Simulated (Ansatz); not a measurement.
# Relaxing ZrC/ZrN superlattice along [111] (378 atoms)

Wanted: the relaxed structure of ZrC/ZrN superlattice along [111] (378 atoms) and its electronic structure.

Main program and level: Ansatz 0.2.0; Kohn-Sham DFT, PBE, PAW (set soft_2), plane waves.

### 1. Set-up

The cell holds 378 atoms: 189 Zr, 108 C and 81 N. Its edges and angles: a = 9.966 Å, b = 9.966 Å, c = 55.903 Å, α = 90.0°, β = 90.0°, γ = 120.0°. It derives from ZrC and ZrN. Rock-salt lattice with in-plane constant 4.698 Å; 4 periods of ZrC and 3 of ZrN along [111], 3 x 3 in-plane cells; the two parts stretched along z by 1.0 and 0.9567; not relaxed, displaced by a Gaussian of 0.02 Å. Regions: ZrC, 216 atoms (108 Zr and 108 C); ZrN, 162 atoms (81 Zr and 81 N).

What the set-up can't give: The host structure and its lattice constant were typed by rule, without a check against the phase diagram. The electron count is odd and the run has no spin polarisation.

### 2. Single point at the start

The forces at the start show how far the geometry lies from a minimum of this functional.

Input file input.yaml:

```yaml
crystal:
  lattice:
    - [9.96596, 0.0, 0.0]
    - [-4.98298, 8.63078, 0.0]
    - [0.0, 0.0, 55.90321]
  atoms:
    - { symbol: Zr, position: [0.66663, 0.66487, 0.99997] }
    - { symbol: C, position: [0.89059, 0.77653, 0.02416] }
    - { symbol: Zr, position: [0.778, 0.8905, 0.04878] }
    - { symbol: C, position: [0.99936, 0.99935, 0.07265] }
    - { symbol: Zr, position: [0.66402, 0.33169, 0.00013] }
    - { symbol: C, position: [0.89102, 0.44656, 0.02414] }
    - { symbol: Zr, position: [0.77645, 0.55319, 0.04896] }
    - { symbol: C, position: [0.00063, 0.66825, 0.07305] }
    - { symbol: Zr, position: [0.88684, 0.77561, 0.09693] }
    - { symbol: C, position: [0.11034, 0.88599, 0.12124] }
    - { symbol: Zr, position: [0.66671, 0.00185, 0.99972] }
    - { symbol: C, position: [0.88585, 0.10484, 0.02421] }
    - { symbol: Zr, position: [0.78194, 0.22212, 0.04826] }
    - { symbol: C, position: [1.0e-05, 0.33428, 0.07289] }
    - { symbol: Zr, position: [0.88894, 0.44308, 0.09738] }
    - { symbol: C, position: [0.10523, 0.55241, 0.1212] }
    - { symbol: Zr, position: [0.88652, 0.10726, 0.09741] }
    - { symbol: C, position: [0.10887, 0.21989, 0.12134] }
    - { symbol: Zr, position: [0.33245, 0.66577, 0.00017] }
    - { symbol: C, position: [0.55513, 0.77482, 0.02394] }
    - { symbol: Zr, position: [0.44533, 0.89209, 0.04851] }
    - { symbol: C, position: [0.67056, 0.00279, 0.07267] }
    - { symbol: Zr, position: [0.33301, 0.33417, 0.00029] }
    - { symbol: C, position: [0.5533, 0.44276, 0.02447] }
    - { symbol: Zr, position: [0.44495, 0.55407, 0.04819] }
    - { symbol: C, position: [0.66859, 0.66765, 0.0726] }
    - { symbol: Zr, position: [0.55408, 0.77325, 0.09693] }
    - { symbol: C, position: [0.77559, 0.89078, 0.12113] }
    - { symbol: Zr, position: [0.33067, 0.99752, 0.00057] }
    - { symbol: C, position: [0.55315, 0.11089, 0.02385] }
    - { symbol: Zr, position: [0.44553, 0.22467, 0.04842] }
    - { symbol: C, position: [0.67072, 0.33445, 0.07312] }
    [... 340 atom lines left out ...]
    - { symbol: Zr, position: [0.10964, 0.21962, 0.90674] }
    - { symbol: "N", position: [0.33194, 0.33028, 0.93013] }
    - { symbol: Zr, position: [0.2216, 0.44854, 0.95375] }
    - { symbol: "N", position: [0.44532, 0.55539, 0.97615] }
    - { symbol: Zr, position: [0.22172, 0.11178, 0.95401] }
    - { symbol: "N", position: [0.44198, 0.22553, 0.97679] }
kpoints:
  mp_grid: { grid: [2, 2, 1] }
hamiltonian:
  xc: pbe
scf:
  occupations: { method: fermi_dirac, width: 0.05 }
output:
  forces: true
  stress: true
  populations: true
  dos:
    method: { smearing: { sigma: 0.1 } }
    de: 0.1
    projected: { site_lists: { C: [C], "N": ["N"], Zr: [Zr] } }
  eigenvalues: true
```

Started as:

```sh
$ ansatz run input.yaml --threads 32 --pin off --max-ram 143360MiB --backend cuda --events-out ev --progress --plain --runs-dir out
```

Log:

```text
Engine: ansatz 0.2.0, aarch64-unknown-linux-gnu
Pseudopotentials: kind: paw
Pseudopotential: Zr, paw, valence charge 12, recommended cutoff 420 eV (normal), Zr.paw.azcp
Pseudopotential: C, paw, valence charge 4, recommended cutoff 420 eV (normal), C.paw.azcp
Pseudopotential: N, paw, valence charge 5, recommended cutoff 420 eV (normal), N.paw.azcp
[... 5 lines on functional and potentials left out ...]
device memory: the entry about to start is reckoned to put 164.4 GiB on a device that reports 182.5 GiB free
GPU FFT provider: cuFFT
GPU libraries: cuBLAS 13.8.1, cuFFT 12.4.0, cuSOLVER 12.3.2
GPU matrix products: emulated (plane waves: as basis.precision tells), large ones in fixed point in workspaces of 1.00 GiB
Crystal: 378 atoms, lattice volume = 4808.459 Å³
Basis set: ecut = 420 eV, 93979 PW (Γ), exchange–correlation on 144×144×750 points (8 copies of the dense FFT grid, shifted against one another)
Bands: 1931, of which v1, the nominal top of the filled ones, is band 1553 counted from 1 (1552 counted from 0)
Symmetry: 1 space group operations
Space group: P1 (ITA 1), of the structure as read, at distance tolerance 1.7e-4 Å
k-points: 4
[... 7 lines on functional and potentials left out ...]
Initial density: superposition of atomic densities (neutral atoms: chi_scale 0, normalization atom), corrected by the library's trained network
Initial wavefunctions: pseudopotential atomic-orbital guess
GPU buffer pool allocated for 1944000 grid points (all kernels)
GPU transforms: local potential and band sums: pruned to the plane-wave sphere, on 72×72×375
Functional: x = pbe(κ = 0.804, μ = 0.219515), c = pbe(β = 0.066725)
SCF iter   1: F=—  HF=-849414.472540 eV  |F-HF|=—  |Δ(HF+E_count)|=         —  Δρ=3.88e-3  dr2=1.00e2  ethr=1.77e-3  ⟨swp⟩=5.0  Hψ=27878  notcnv=0  defer=700
preconditioner: auto → Kerker (q_TF=auto, 2.536 Å⁻¹)  [metal: Δε(μ)=0.015 eV  Ē_g=7.830 eV  σ=0.050 eV  W_gap=0.07  n_scr=1274 (ndim 8)  ℏωp=21.4 eV  f_vac=0.000  D(μ)=92.22/eV (n_scr^D=494)]
SCF iter   2: F=—  HF=-849414.064791 eV  |F-HF|=—  |Δ(HF+E_count)|=   4.08e-1  Δρ=1.70e-3  dr2=4.09e1  ethr=1.77e-3  ⟨swp⟩=1.0  Hψ=8884  notcnv=0  defer=746
SCF iter   3: F=—  HF=-849413.901345 eV  |F-HF|=—  |Δ(HF+E_count)|=   1.63e-1  Δρ=1.11e-3  dr2=8.29e0  ethr=1.32e-3  ⟨swp⟩=1.0  Hψ=6633  notcnv=0  defer=906
SCF iter   4: F=—  HF=-849413.858229 eV  |F-HF|=—  |Δ(HF+E_count)|=   4.31e-2  Δρ=6.33e-4  dr2=2.68e-1  ethr=2.67e-4  ⟨swp⟩=1.0  Hψ=6633  notcnv=0  defer=998
SCF iter   5: F=—  HF=-849413.849601 eV  |F-HF|=—  |Δ(HF+E_count)|=   8.63e-3  Δρ=4.35e-4  dr2=1.39e-1  ethr=8.64e-6  ⟨swp⟩=2.0  Hψ=7734  notcnv=0  defer=999
SCF iter   6: F=—  HF=-849413.846320 eV  |F-HF|=—  |Δ(HF+E_count)|=   3.28e-3  Δρ=9.72e-5  dr2=1.46e-3  ethr=4.49e-6  ⟨swp⟩=1.0  Hψ=6633  notcnv=0  defer=998
SCF iter   7: F=—  HF=-849413.845669 eV  |F-HF|=—  |Δ(HF+E_count)|=   6.51e-4  Δρ=3.50e-5  dr2=6.56e-4  ethr=4.71e-8  ⟨swp⟩=2.0  Hψ=9500  notcnv=0  defer=998
SCF iter   8: F=—  HF=-849413.845642 eV  |F-HF|=—  |Δ(HF+E_count)|=   2.70e-5  Δρ=1.41e-5  dr2=1.12e-4  ethr=2.11e-8  ⟨swp⟩=1.0  Hψ=6633  notcnv=0  defer=998
SCF iter   9: F=—  HF=-849413.850010 eV  |F-HF|=—  |Δ(HF+E_count)|=   4.37e-3  Δρ=6.72e-6  dr2=3.72e-5  ethr=3.60e-9  ⟨swp⟩=2.0  Hψ=8102  notcnv=0  defer=1019
SCF iter  10: F=—  HF=-849413.849789 eV  |F-HF|=—  |Δ(HF+E_count)|=   2.22e-4  Δρ=3.26e-6  dr2=8.55e-6  ethr=1.20e-9  ⟨swp⟩=1.8  Hψ=6888  notcnv=0  defer=1019
SCF iter  11: F=—  HF=-849413.849788 eV  |F-HF|=—  |Δ(HF+E_count)|=   2.43e-7  Δρ=1.49e-6  dr2=1.12e-6  ethr=2.75e-10  ⟨swp⟩=2.0  Hψ=7713  notcnv=0  defer=1019
SCF iter  12: F=—  HF=-849413.849788 eV  |F-HF|=—  |Δ(HF+E_count)|=   2.48e-8  Δρ=8.07e-7  dr2=2.43e-7  ethr=3.60e-11  ⟨swp⟩=2.0  Hψ=8877  notcnv=0  defer=1019
SCF iter  13: F=-849413.849788 eV  HF=-849413.849788 eV  |F-HF|=7.60e-8  |Δ(HF+E_count)|=   7.22e-9  Δρ=3.24e-7  dr2=7.82e-8  ethr=3.22e-12  ⟨swp⟩=16.5  Hψ=28974  notcnv=0
SCF 1 converged in 13 iterations: F = -849413.849788 eV  dr2 = 7.82e-8
  greatest PAW one-centre occupation: 0.996 electrons in one spin orbital (limit 2), on the Zr atom at site 190 (counted from 0), in its partial waves of l = 0
SCF converged after 13 iterations
Free energy (F): -849413.849788 eV
Harris-Foulkes:  -849413.849788 eV  (|F-HF|=7.60e-8)
Internal energy: -849413.073982 eV  (E = F + TS)
E sigma→0 (E₀):  -849413.461885 eV
Entropy (-TS):   -0.775806 eV (-2.052 meV/atom)
Fermi energy:    15.841060 eV
--- Per-component energies (eV) ---
  E_band       = -8228.747825
  E_kinetic    = 83379.065184
  E_local      = -178327.216964  (includes V_loc(G=0)·N_el)
  E_nonlocal   = 21243.055239
  E_hartree    = 65917.029772
  E_xc         = -40964.017329
  E_vxc        = -49180.717392  (∫ρ·V_xc dr)
  E_paw        = -579121.904845  (= ΣΔE_a)
  E_vpaw       = -17177.034445  (= ΣTr[D̂ρ^β])
  E_aug_tail   = 0.012690  (compensation charges beyond the density's cutoff)
  E_ewald      = -221539.097729
  E_smearing   = -0.775806  (= −TS)
  E_closure    = -0.000000  (closes the sum)
  Σ components = -849413.849788   (vs F -849413.849788, Δ=0.00e0)
--- Forces (eV/Å), atoms counted from 1 ---
[... 378 lines of forces left out ...]
  max |Σ_I F_I| component: 9.26e-4 eV/Å
--- Stress (GPa, compression-positive) ---
       -2.529207       0.014966       0.011800
        0.014966      -2.533436       0.006532
        0.011800       0.006532       2.215452
  P = ⅓ Tr σ = -0.9491 GPa (-9.491 kbar)
--- Band table (eV) ---
[... left out ...]
--- Löwdin populations: 378 sites ---
  site symbol       q [e]
[... 378 lines, one an atom, left out ...]
  spilling = 0.003175 (of n_electrons = 3105.000000)
```

The job ended after 20 s (1 × NVIDIA GB200 with 32 threads of Arm Neoverse V2, shared host; peak memory 15 GiB).

In the SCF lines HF is the Harris–Foulkes energy and dr2 the Hartree energy of the density residual, in eV; the loop may stop once dr2 is under the threshold and the program's other checks hold. Hψ counts applications of the Hamiltonian.

That memory is the host's; the program planned up to 164 GiB on the GPU. Forces of this run were stored rounded, and per-atom blocks of the log weren't kept.

Numbers from this run:

| Quantity | Value |
| --- | --- |
| free energy | -849413.8498 eV |
| free energy per atom | -2247.1266 eV/atom |
| SCF cycles | 13 |
| pressure | -0.9491 GPa |
| r.m.s. force component | 0.3387 eV/Å |
| longest force | 1.672 eV/Å |
| Fermi energy | 15.84 eV |
| levels partly filled by over 2 per cent | 70 |
| spilling of the projection | 0.003175 |

The r.m.s. force component of 0.34 eV/Å and the pressure of -0.95 GPa set the starting point.

Length of the force by element and coordination:

```
element  coordination  atoms  mean length of the force (eV/Å)  spread   least   most
      C           all    108                            0.438   0.172  0.0703  0.936
      N           all     81                            0.392   0.176  0.0931  0.951
     Zr           all    189                            0.632   0.289   0.175   1.67
```

### 3. Cell and atoms relaxed

The cell is relaxed with the atoms, since the starting lattice needn't suit this functional.

input.yaml, the sections that differ from step 2:

```yaml
output:
  forces: true
relax:
  f_tol: 0.05
  max_steps: 200
  cell: {}
# crystal, kpoints, hamiltonian, scf: as in step 2
```

Log:

```text
[...]
Crystal: 378 atoms, lattice volume = 4808.459 Å³
Basis set: ecut = 420 eV, 93979 PW (Γ), exchange–correlation on 144×144×750 points (8 copies of the dense FFT grid, shifted against one another)
Bands: 1931, of which v1, the nominal top of the filled ones, is band 1553 counted from 1 (1552 counted from 0)
Symmetry: 1 space group operations
[...]
k-points: 4
[...]
SCF iter   1: F=—  HF=-849414.472534 eV  |F-HF|=—  |Δ(HF+E_count)|=         —  Δρ=3.88e-3  dr2=1.00e2  ethr=1.77e-3  ⟨swp⟩=5.0  Hψ=27878  notcnv=0  defer=700
[...]
SCF iter   2: F=—  HF=-849414.064790 eV  |F-HF|=—  |Δ(HF+E_count)|=   4.08e-1  Δρ=1.70e-3  dr2=4.09e1  ethr=1.77e-3  ⟨swp⟩=1.0  Hψ=8884  notcnv=0  defer=746
[...]
SCF iter  13: F=-849413.849788 eV  HF=-849413.849788 eV  |F-HF|=7.65e-8  |Δ(HF+E_count)|=   6.64e-9  Δρ=3.24e-7  dr2=7.88e-8  ethr=3.22e-12  ⟨swp⟩=3.0  Hψ=15473  notcnv=0
SCF 1 converged in 13 iterations: F = -849413.849788 eV  dr2 = 7.88e-8
[...]
relax step   1: F+E_penalty+E_count = -849413.84978819 eV  Δ(F+E_penalty+E_count) = +0.000e0 eV  max|allowed force component| = 1.640e0 eV/Å  Δτ_max = 0.0000 Å  P = -0.949 GPa  Ω = 4808.459 Å³  (13 SCF iters, dr2 threshold 1.00e-7 eV, accepted)
[...]
relax step   2: F+E_penalty+E_count = -849403.93872976 eV  Δ(F+E_penalty+E_count) = +9.911e0 eV  max|allowed force component| = 1.561e0 eV/Å  Δτ_max = 0.1495 Å  P = +1.628 GPa  Ω = 4754.420 Å³  energy of the carried Pulay correction = +9.014e-2 eV  (12 SCF iters, dr2 threshold 3.78e-5 eV, rejected (line search))
[...]
relax step   3: F+E_penalty+E_count = -849418.44773974 eV  Δ(F+E_penalty+E_count) = -4.598e0 eV  max|allowed force component| = 4.085e-1 eV/Å  Δτ_max = 0.0973 Å  P = +0.213 GPa  Ω = 4779.920 Å³  energy of the carried Pulay correction = +4.748e-2 eV  (17 SCF iters, accepted)
[...]
relax step   4: F+E_penalty+E_count = -849418.70937638 eV  Δ(F+E_penalty+E_count) = -2.616e-1 eV  max|allowed force component| = 1.011e-1 eV/Å  Δτ_max = 0.0519 Å  P = -0.330 GPa  Ω = 4791.473 Å³  energy of the carried Pulay correction = +2.822e-2 eV  (11 SCF iters, dr2 threshold 1.04e-5 eV, accepted)
[...]
relax step   5: F+E_penalty+E_count = -849418.74163133 eV  Δ(F+E_penalty+E_count) = -3.225e-2 eV  max|allowed force component| = 1.999e-2 eV/Å  Δτ_max = 0.0138 Å  P = +0.010 GPa  Ω = 4784.286 Å³  energy of the carried Pulay correction = +4.020e-2 eV  (11 SCF iters, dr2 threshold 6.39e-7 eV, accepted)
[...]
relax step   6: F+E_penalty+E_count = -849418.70627350 eV  Δ(F+E_penalty+E_count) = +3.536e-2 eV  max|allowed force component| = 2.008e-2 eV/Å  Δτ_max = 0.0000 Å  P = -0.002 GPa  Ω = 4784.286 Å³  stress off target by 3.62e-2 GPa  SCF on the basis re-selected at this cell (its energy is not comparable with the rows above)  (7 SCF iters)
basis re-selected at this cell: Δ(F+E_penalty+E_count) = +3.536e-2 eV, ΔP = -0.012 GPa vs the last step (what re-selecting the basis moved, of the pressure what is left beyond the Pulay correction that the steps carried, after the strain that the cell walked since its last selection, [...]
SCF converged after 7 iterations
Free energy (F): -849418.706274 eV
[...]
Internal energy: -849417.996125 eV  (E = F + TS)
E sigma→0 (E₀):  -849418.351199 eV
Entropy (-TS):   -0.710149 eV (-1.879 meV/atom)
Fermi energy:    15.953509 eV
[...]
--- Forces (eV/Å), atoms counted from 1 ---
[... 378 lines of forces left out ...]
  max |Σ_I F_I| component: 9.86e-6 eV/Å
--- Stress (GPa, compression-positive) ---
       -0.020884      -0.000259      -0.000549
       -0.000259      -0.020880       0.000367
       -0.000549       0.000367       0.036230
  P = ⅓ Tr σ = -0.0018 GPa (-0.018 kbar)
--- Band table (eV) ---
[... left out ...]
--- Relaxed structure (5 steps of the walk, 4 accepted, 1 SCFs on fresh bases) ---
  F+E_penalty+E_count = -849418.70627350 eV   max|allowed force component| = 2.008e-2 eV/Å   (the final SCF, on the basis selected at the relaxed cell)
  cell:  # Å, volume = 4784.2860 Å³
    - [9.894258, 6.077240e-6, 1.180666e-5]
    - [-4.947123, 8.568681, -2.161895e-5]
    - [6.622848e-5, -0.000101793, 56.431269]
  atoms:
[... 378 atom lines left out ...]
```

Wall time 66 s (1 × NVIDIA GB200 with 32 threads); peak memory 3.4 GiB; 4.5 min of CPU time.

That memory is the host's.

The program notes that the band table was not solved further than the SCF left it.

The steps of the relaxation:

```
step  energy less that of the first step (eV)  largest force component (eV/Å)  pressure (GPa)  volume (Å³)
   1                                   0.0000                          1.6396           -0.95      4808.46
   2                                   9.9111                          1.5615            1.63      4754.42
   3                                  -4.5980                          0.4085            0.21      4779.92
   4                                  -4.8596                          0.1011           -0.33      4791.47
   5                                  -4.8918                          0.0200            0.01      4784.29
  6*                                  -4.8565                          0.0201            0.00      4784.29
```

Relaxation steps marked * repeat the geometry before them on a plane-wave basis chosen anew for their cell, so energy and pressure can jump there. Relaxation step 2 was tried and not accepted.

```
     cell as run  before   after  change
           a (Å)   9.966   9.894  -0.7 %
           b (Å)   9.966   9.894  -0.7 %
           c (Å)  55.903  56.431  +0.9 %
volume (Å³/atom)   12.72   12.66  -0.5 %
```

The atoms that moved most (Å, as changes of fractional coordinates times the final cell):

```
 atom      dx      dy      dz  length
 Zr55  -0.017   0.001   0.133   0.134
Zr209  -0.011   0.017  -0.130   0.131
Zr195   0.008  -0.044  -0.115   0.124
 Zr11   0.008  -0.016   0.121   0.123
Zr239  -0.020  -0.001  -0.115   0.117
Zr203   0.000   0.006  -0.115   0.115
 Zr69   0.041  -0.018   0.102   0.111
Zr237  -0.003  -0.002  -0.111   0.111
```

The relaxation changed the energy by -12.8 meV/atom, and atoms moved by 0.051 Å r.m.s., 0.13 Å at most.

### 4. Distances and neighbours after relaxation

Bonds before and after, by the cutoffs listed below:

```
pair  bonds before  bonds after  mean before (Å)  mean after (Å)  spread before (Å)  spread after (Å)
Zr-C           648          648            2.349           2.340              0.028             0.018
Zr-N           486          486            2.316           2.318              0.029             0.014
```

Density 6.83 g/cm³, 12.66 Å³ an atom.

Pair distribution functions g(r), in bins of 0.2 Å:

```
r (Å)  total  Zr-Zr   Zr-C   Zr-N    C-C   C-N    N-N
 2.20   0.28   0.00   0.97   0.02   0.00  0.00   0.00
 2.40   5.30   0.00  10.15  11.10   0.00  0.00   0.00
 2.60   0.00   0.00   0.00   0.00   0.00  0.00   0.00
 2.80   0.00   0.00   0.00   0.00   0.00  0.00   0.00
 3.00   0.00   0.00   0.00   0.00   0.00  0.00   0.00
 3.20   3.98   7.55   0.00   0.00   9.85  1.09  25.10
 3.40   1.62   3.65   0.00   0.00   8.75  0.00   0.00
 3.60   0.00   0.00   0.00   0.00   0.00  0.00   0.00
 3.80   0.00   0.00   0.00   0.00   0.00  0.00   0.00
 4.00   2.43   0.00   4.73   5.00   0.00  0.00   0.00
 4.20   0.06   0.00   0.20   0.00   0.00  0.00   0.00
 4.40   0.00   0.00   0.00   0.00   0.00  0.00   0.00
 4.60   1.40   2.79   0.00   0.00   4.43  0.55   5.85
 4.80   0.00   0.00   0.00   0.00   0.00  0.00   0.00
 5.00   0.00   0.00   0.00   0.00   0.00  0.00   0.00
 5.20   4.44   0.00   8.80   8.98   0.00  0.00   0.00
 5.40   0.00   0.00   0.00   0.00   0.00  0.00   0.00
 5.60   1.08   1.99   0.00   0.00   0.00  0.53  11.33
 5.80   2.63   5.45   0.00   0.00  11.77  0.93   4.30
 6.00   0.00   0.00   0.00   0.00   0.00  0.00   0.00
 6.20   0.00   0.00   0.00   0.00   0.00  0.00   0.00
 6.40   0.17   0.27   0.00   0.00   0.00  0.00   2.24
 6.60   1.22   2.51   0.00   0.00   4.42  0.54   3.63
 6.80   0.22   0.00   0.11   0.86   0.00  0.00   0.00
 7.00   2.85   0.00   5.94   5.40   0.00  0.00   0.00
 7.20   0.38   0.65   0.10   0.00   0.00  0.00   4.14
 7.40   1.88   3.80   0.00   0.00   6.76  1.30   4.62
 7.60   0.54   0.00   0.09   2.41   0.00  0.00   0.00
```

Bonds by pair of elements; cutoffs follow the first minimum of g(r), held within bounds set by covalent radii, and pairs that aren't listed don't count as bonded:

```
pair A-B  cutoff (Å)  bonds  mean length (Å)  spread (Å)  shortest (Å)  B about A  A about B
    Zr-C        2.94    648             2.34       0.018          2.30       3.43          6
    Zr-N        2.88    486             2.32       0.014           2.3       2.57          6
```

How many atoms have how many bonded neighbours:

```
element  mean    6
      C     6  108
      N     6   81
     Zr     6  189
```

Bond angles (no mean is given where the spread exceeds 20°):

```
  angle  count  mean (°)  spread (°)
Zr-C-Zr   1620         -           -
 C-Zr-C   1539         -           -
Zr-N-Zr   1215         -           -
 N-Zr-N   1134         -           -
 C-Zr-N    162         -           -
```

First main peaks of g(r), for some of the pairs, lie near 3.29 Å (Zr-Zr), 2.33 Å (Zr-C), 2.33 Å (Zr-N), 3.30 Å (C-C), 3.27 Å (C-N) and 3.26 Å (N-N). Counting bonds as in the table, all C atoms have 6, all N atoms have 6 and all Zr atoms have 6 bonded neighbours.

(Part 1 of 2 ends here.)

[Long decimals in the printed logs are rounded to 6 places.]

[Logs are printed without paths, hosts, clocks, repeated set-up lines and the standing remarks that a program may print on its own settings, such as how far it seeks lower states.]

[Hosts, paths, dates, database ids (printed as entryN), source tags and the programs' standing remarks are cut or masked in the printed files.]

[A walk said to have stopped at its limit may instead have ended on an SCF cycle that didn't converge.]
